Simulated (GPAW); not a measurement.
# The La L₃ excitation threshold of La2O3 (P-3m1) under uniform strain

For each volume the threshold was computed as E(hole) − E(ground) plus the lowest empty eigenvalue of the hole cell (GPAW, LDA, 15-atom cell, total energies on 3×3×3 k points, the eigenvalue on 4×4×4, hole spin-paired, without spin-orbit coupling). The values are raw (the 2p hole is the L₂/L₃ mean, without spin–orbit splitting); only their change is used. The threshold is the spectrum's zero, where absorption may be weak, not the visible edge.

| volume | ln(V/V₀) | threshold (eV) |
| --- | --- | --- |
| V × 0.94 | -0.06188 | 5596.338 |
| V × 0.97 | -0.03046 | ? |
| V × 1 | +0.00000 | 5596.634 |
| V × 1.03 | +0.02956 | 5596.765 |
| V × 1.06 | +0.05827 | 5596.886 |

Q: Fit a straight line in ln(V/V₀), give its slope, and predict the threshold at V × 0.97.

The means of the given rows are x̄ = +0.00649 and Ē = 5596.656 eV. Σ(x − x̄)(E − Ē) = 0.03631 and Σ(x − x̄)² = 0.00793, so the slope is +4.58 eV, and the line passes the given rows within 0.008 eV. At x = -0.03046 it gives 5596.656 + (+4.58) × (-0.03695) = 5596.487 eV. The run gives 5596.492 eV, a miss of -0.005 eV over a total move of +0.548 eV. The slope is the clamped-ion volume deformation potential of the lowest empty level of the hole cell on this mesh (the hole may pull it below the band edge) against the La 2p level, with the hole's relaxation included: the threshold rises by 0.046 eV for 1 % of expansion. The charged cell's image error also scales with the cell's size and isn't taken out.

[Hosts, paths, dates, database ids (printed as entryN), source tags and the programs' standing remarks are cut or masked in the printed files.]

[Lists of maxima count a maximum above −3 eV only where it reaches 4 % of the highest in the window and stands out from its surroundings by 2 % of it (1.5 % where it reaches 55 %); shoulders and weaker maxima are passed over, and of the rest the first, up to two pre-edge ones and the few strongest are named.]
